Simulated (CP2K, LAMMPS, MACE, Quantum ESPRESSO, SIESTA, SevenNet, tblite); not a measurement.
# Bulk modulus two ways: amorphous Ge (65 atoms), QE, PBE

The cell holds 65 atoms (65 Ge). Recipe: 65 atoms (65 Ge) placed at random at 5.01 g/cm³, melted at 3500 K for 10 ps at fixed volume with the Tersoff potential (Tersoff, Phys. Rev. B 39, 5566 (1989)). Quenched from 3500 K to 700 K at 5 K/ps and fixed volume, held 5 ps, then minimised at fixed cell. Then the atoms were relaxed with MACE MP-0b3 medium in the fixed cell.

Calculated with Quantum ESPRESSO 7.5: PBE; plane waves, SSSP efficiency, 45/360 Ry; k-points Γ. The cell is scaled evenly by ±3 % in volume, and MACE MP-0b3 medium relaxes the atoms at each volume before the single point.

```
volume (Å³/atom)  energy less the middle row's (meV/atom)  pressure (GPa)
          23.369                                    6.623           2.274
          24.092                                    0.000           0.697
          24.815                                   -1.542          -0.739
```

Task: Find the bulk modulus at the middle volume from the pressures and from the energies, and check the printed pressure against the slope of the energy (1 meV/Å³ = 0.16022 GPa).

Worked:

The step is h = 0.7228 Å³. From pressures: B = −V dP/dV = 24.092 × (2.274 − (-0.739)) / (2 × 0.7228) = 50.2 GPa.

From energies: B = V d²E/dV² = 24.092 × (6.623 + (-1.542)) / 0.7228² = 234.3 meV/Å³ = 37.5 GPa.

Slope: P = −dE/dV = −(-1.542 − (6.623)) / (2 × 0.7228) = 5.65 meV/Å³ = 0.91 GPa, against 0.70 GPa printed.

The modulus from energies lies 25 % under that from pressures.

A central difference over ±3 % overstates P by about B(1 + B′)(0.03)²/6, some 0.04 GPa for B′ = 4, which is small against the gap found. The atoms follow MACE MP-0b3 medium, so this level's forces do work along the path, which enters the energies but not the printed pressures. A stress printed at a finite cutoff holds the number of plane waves fixed and tends to come out low, which is the sign found here.

Limits: three points, a static cell at zero temperature, the cell shape held; the modulus is that at 0.7 GPa, not at zero pressure.

[Logs are printed without paths, hosts, clocks, repeated set-up lines and the standing remarks that a program may print on its own settings, such as how far it seeks lower states.]

[Hosts, paths, dates, database ids (printed as entryN), source tags and the programs' standing remarks are cut or masked in the printed files.]
